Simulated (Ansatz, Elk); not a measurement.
**Sc3B4Os: X-ray structure factors from the self-consistent density**

The structure of Sc3B4Os used here is made up (a known structure type with other elements) and was relaxed beforehand with PBE. The aim is the Fourier transform of its all-electron density, F(hkl), set beside the sum over free spherical atoms that refinements use.

Program: Elk 11.2.3 (patched build). Level of theory: DFT, PBE, all-electron APW+lo, Dirac cores, scalar-relativistic bands, static density, no spin. Results are calculated unless marked as measured.

This account leaves out most program logs.

The structure was built from a prototype and need not be the compound's stable phase.

## Step 1: Set-up

Symmetry: Immm, No. 71, orthorhombic system. Conventional cell: a = 3.535 Å, b = 4.857 Å, c = 12.391 Å, α = 90.00°, β = 90.00°, γ = 90.00°. Nearest to Os lie 4 B at 2.22 Å. Sc has 6 B at 2.50 to 2.52 Å nearest. Sc has 8 B at 2.47 Å nearest. B has 1 B at 1.62 Å and 1 Os at 2.22 Å and 5 Sc at 2.47 to 2.52 Å nearest. Farther neighbours are not listed.

Structure file:

```cif
data_structure
_symmetry_space_group_name_H-M 'P 1'
_symmetry_Int_Tables_number 1
_cell_length_a 6.8853
_cell_length_b 6.8853
_cell_length_c 6.8853
_cell_angle_alpha 150.248
_cell_angle_beta 138.696
_cell_angle_gamma 51.728
_cell_volume 106.38
loop_
_atom_site_label
_atom_site_type_symbol
_atom_site_fract_x
_atom_site_fract_y
_atom_site_fract_z
_atom_site_occupancy
Os1 Os 0.00000 0.50000 0.50000 1
Sc2 Sc 0.81334 0.81334 0.00000 1
Sc3 Sc 0.18666 0.18666 0.00000 1
Sc4 Sc 0.50000 0.00000 0.50000 1
B5 B 0.78967 0.62270 0.16697 1
B6 B 0.45572 0.62270 0.83303 1
B7 B 0.21033 0.37730 0.83303 1
B8 B 0.54428 0.37730 0.16697 1
```

## Step 2: Ground state and structure factors

An all-electron density is needed, since X-rays see the cores too. Task 0 finds the density and task 195 Fourier-transforms it; tshift is off so that phases refer to the origin typed.

elk.in reads:

```
tasks
  0
  195

xctype
  20

spinpol
  .false.

rgkmax
  7.0

gmaxvr
  14.0

lmaxo
  7

lmaxapw
  8

swidth
  0.002

tshift
  .false.

ramdisk
  .false.

hmaxvr
  5.5

maxscl
  120

epspot
  1e-06

sppath
  './'

avec
  -3.34043460841 4.58898806769 11.70810883362
  3.34043460841 -4.58898806769 11.70810883362
  3.34043460841 4.58898806769 -11.70810883362

atoms
  3
  'Os.in'
  1
  0.0000000000 0.5000000000 0.5000000000   0.000000 0.000000 0.000000
  'Sc.in'
  3
  0.8133449236 0.8133449236 -0.0000000000   0.000000 0.000000 0.000000
  0.1866550764 0.1866550764 -0.0000000000   0.000000 0.000000 0.000000
  0.5000000000 0.0000000000 0.5000000000   0.000000 0.000000 0.000000
  'B.in'
  4
  0.7896681834 0.6226959773 0.1669722061   0.000000 0.000000 0.000000
  0.4557237712 0.6226959773 0.8330277939   0.000000 0.000000 0.000000
  0.2103318166 0.3773040227 0.8330277939   0.000000 0.000000 0.000000
  0.5442762288 0.3773040227 0.1669722061   0.000000 0.000000 0.000000

ngridk
  8 8 8
```

On the command line:

```console
OMP_NUM_THREADS=4 elk
```

The job ended after 6.3 min (4 threads of Arm Neoverse N1, shared host; peak memory 0.31 GiB).

SFACRHO.OUT:

```text

h k l indices transformed by vhmat matrix:
   1.000000000       0.000000000       0.000000000    
   0.000000000       1.000000000       0.000000000    
   0.000000000       0.000000000       1.000000000    

      h      k      l  multipl.   |H|            Re(F)            Im(F)           |F|

      0      0      0      1   0.0000000       159.00000     -0.46459357E-16   159.00000    
      1      1     -1      2  0.53665245       66.158299     -0.31134143E-14   66.158299    
      1      0      0      4  0.73530102       61.231643     -0.13232011E-14   61.231643    
      0      1      0      4  0.97800344      -49.018264      0.13387681E-13   49.018264    
     -1     -2      2      4   1.0567210       25.237993      0.14944388E-13   25.237993    
     -2     -2      2      2   1.0733049       69.161012     -0.44366153E-14   69.161012    
     -1      1      0      4   1.1632542      -43.737562      0.15878413E-13   43.737562    
      2      1     -2      4   1.2379347      -70.068529     -0.18057803E-13   70.068529    
      1      1      0      8   1.2810762      -101.16803      0.90289013E-14   101.16803    
     -1      1     -1      2   1.3691875       102.75713      0.14010364E-13   102.75713    
      2      0      0      4   1.4706020       56.582823      0.93402428E-15   56.582823    
      2      3     -3      4   1.5062014       77.683259      0.37983654E-13   77.683259    
     -2     -2      3      8   1.5827646      -80.702862      0.24907314E-14   80.702862    
     -3     -3      3      2   1.6099574       94.133235     -0.27086704E-13   94.133235    
     -2     -3      2      4   1.6384340      -14.395110      0.62268285E-15   14.395110    
     -1      0     -1      8   1.6826067      -32.685787     -0.31134143E-14   32.685787    
      3      1     -1      4   1.7397293       76.516687     -0.12764998E-13   76.516687    
      1      2     -3      8   1.8458486      -72.392719     -0.80948771E-14   72.392719
```

Elk indexes on the primitive cell of elk.in and gives |H| = 4π sin θ/λ in inverse bohr. Below, one row stands for each form hkl of the conventional cell (m members, Friedel mates merged), F is for one primitive cell and the density is static (no thermal factor). Free-atom factors are Waasmaier and Kirfel's, and R is Σm||F|−|F'||/Σm|F|.

| hkl | m | sin θ/λ (Å⁻¹) | abs F, DFT | neutral atoms | diff. |
| --- | --- | --- | --- | --- | --- |
| 002 | 2 | 0.081 | 66.158 | 66.056 | +0.102 |
| 011 | 4 | 0.111 | 61.232 | 61.490 | -0.258 |
| 101 | 4 | 0.147 | 49.018 | 48.232 | +0.787 |
| 013 | 4 | 0.159 | 25.238 | 24.894 | +0.344 |
| 004 | 2 | 0.161 | 69.161 | 70.184 | -1.023 |
| 110 | 4 | 0.175 | 43.738 | 44.325 | -0.587 |
| 103 | 4 | 0.186 | 70.069 | 70.938 | -0.870 |
| 112 | 8 | 0.193 | 101.168 | 101.453 | -0.285 |
| 020 | 2 | 0.206 | 102.757 | 103.367 | -0.610 |
| 022 | 4 | 0.221 | 56.583 | 56.706 | -0.123 |
| 015 | 4 | 0.227 | 77.683 | 77.834 | -0.150 |
| 114 | 8 | 0.238 | 80.703 | 80.753 | -0.050 |
| 006 | 2 | 0.242 | 94.133 | 94.600 | -0.466 |
| 105 | 4 | 0.246 | 14.395 | 14.791 | -0.396 |
| 121 | 8 | 0.253 | 32.686 | 32.867 | -0.181 |
| 024 | 4 | 0.262 | 76.517 | 76.964 | -0.448 |
| 123 | 8 | 0.278 | 72.393 | 72.619 | -0.226 |
| 200 | 2 | 0.283 | 104.936 | 105.064 | -0.128 |

## Step 3: The highest occupied states alone

An energy window below the Fermi level keeps the highest occupied states, to see at which angles they scatter; shallow core shells can lie inside it and anion s states outside. No new self-consistency is needed.

Edit elk.in of step 2 so:

```diff
@@ -1,3 +1,2 @@
 tasks
-  0
   195
@@ -40,2 +39,5 @@
 
+wsfac
+  -0.255320 0.595920
+
 sppath
```

On the command line:

```console
OMP_NUM_THREADS=4 elk
```

Run time: 29 s. Hardware: 4 threads; peak memory 0.2 GiB.

States within 15 eV below the Fermi level hold 29.00 electrons; any levels below the window count with the cores. Their amplitudes can exceed the total, where window and core parts have opposite phase:

| hkl | sin θ/λ (Å⁻¹) | abs F, window | abs F, all |
| --- | --- | --- | --- |
| 002 | 0.081 | 5.917 | 66.158 |
| 011 | 0.111 | 1.781 | 61.232 |
| 101 | 0.147 | 7.256 | 49.018 |
| 013 | 0.159 | 3.639 | 25.238 |
| 004 | 0.161 | 2.139 | 69.161 |
| 110 | 0.175 | 0.378 | 43.738 |
| 103 | 0.186 | 0.595 | 70.069 |
| 112 | 0.193 | 2.870 | 101.168 |
| 020 | 0.206 | 0.923 | 102.757 |
| 022 | 0.221 | 1.356 | 56.583 |

## Step 4: Another functional

The difference from free atoms is small, so it is set against the change that PBEsol makes.

Edit elk.in of step 3 so:

```diff
@@ -1,2 +1,3 @@
 tasks
+  0
   195
@@ -4,3 +5,3 @@
 xctype
-  20
+  22
 
@@ -39,5 +40,2 @@
 
-wsfac
-  -0.255320 0.595920
-
 sppath
```

On the command line:

```console
OMP_NUM_THREADS=4 elk
```

Run time: 6.2 min. Hardware: 4 threads; peak memory 0.32 GiB.

Against the first run R = 0.02 %; the largest change is +0.048 at 004.

## Step 5: A coarser k-mesh

About half the k-points along each axis test the sampling.

Edit elk.in of step 4 so:

```diff
@@ -5,3 +5,3 @@
 xctype
-  22
+  20
 
@@ -66,2 +66,2 @@
 ngridk
-  8 8 8
+  4 4 4
```

On the command line:

```console
OMP_NUM_THREADS=4 elk
```

It took 1.9 min on 4 threads; peak memory 0.32 GiB.

Against the first run R = 0.01 %; the largest change is -0.023 at 006.

## Step 6: Settings against the effect

| run | R against the first run (%) | R against neutral atoms, low angle (%) | wall time |
| --- | --- | --- | --- |
| PBE, rgkmax 7 | 0.00 | 0.49 | 6.3 min |
| PBEsol | 0.02 | 0.49 | 6.2 min |
| k-mesh 4×4×4 | 0.01 | 0.49 | 1.9 min |

## Step 7: What came out

```yaml
r_against_neutral_atoms_sin_theta_lambda_0p3_a_minus1: 0.49 %
r_against_neutral_atoms_0p3_to_0p62_a_minus1: 0.15 %
```

**Reading.** Independent neutral atoms miss the calculated amplitudes by R = 0.49 % below 0.3 Å⁻¹ and 0.15 % from there to 0.62 Å⁻¹; by shells, 0.76 % below 0.15 Å⁻¹ (3 forms), 0.46 % 0.15 to 0.3 (17 forms), 0.22 % 0.3 to 0.45 (42 forms), 0.12 % above 0.45 (87 forms). Bonding, aspherical density and the tables' own atoms all enter these figures, and the runs don't part them. The largest change of an amplitude is -1.02 electrons, at 004. The window's part falls from 29.0 electrons at the origin to at most 0.38 between 0.45 and 0.62 Å⁻¹. Below 0.3 Å⁻¹ the changes that finished (PBEsol and k-mesh 4×4×4) move F by R = 0.04 % at most, against the 0.49 % that separates it from free atoms. The basis has no finished test. These runs have no spin, though d or f shells may be open. Spin-orbit coupling is left out, which can matter for elements this heavy. Part of the difference isn't bonding: the tables are fits to free atoms and ions calculated by other methods than this functional. Thermal motion, anomalous dispersion and extinction are left out.

[Logs are printed without paths, hosts, clocks, repeated set-up lines and the standing remarks that a program may print on its own settings, such as how far it seeks lower states.]

[Hosts, paths, dates, database ids (printed as entryN), source tags and the programs' standing remarks are cut or masked in the printed files.]
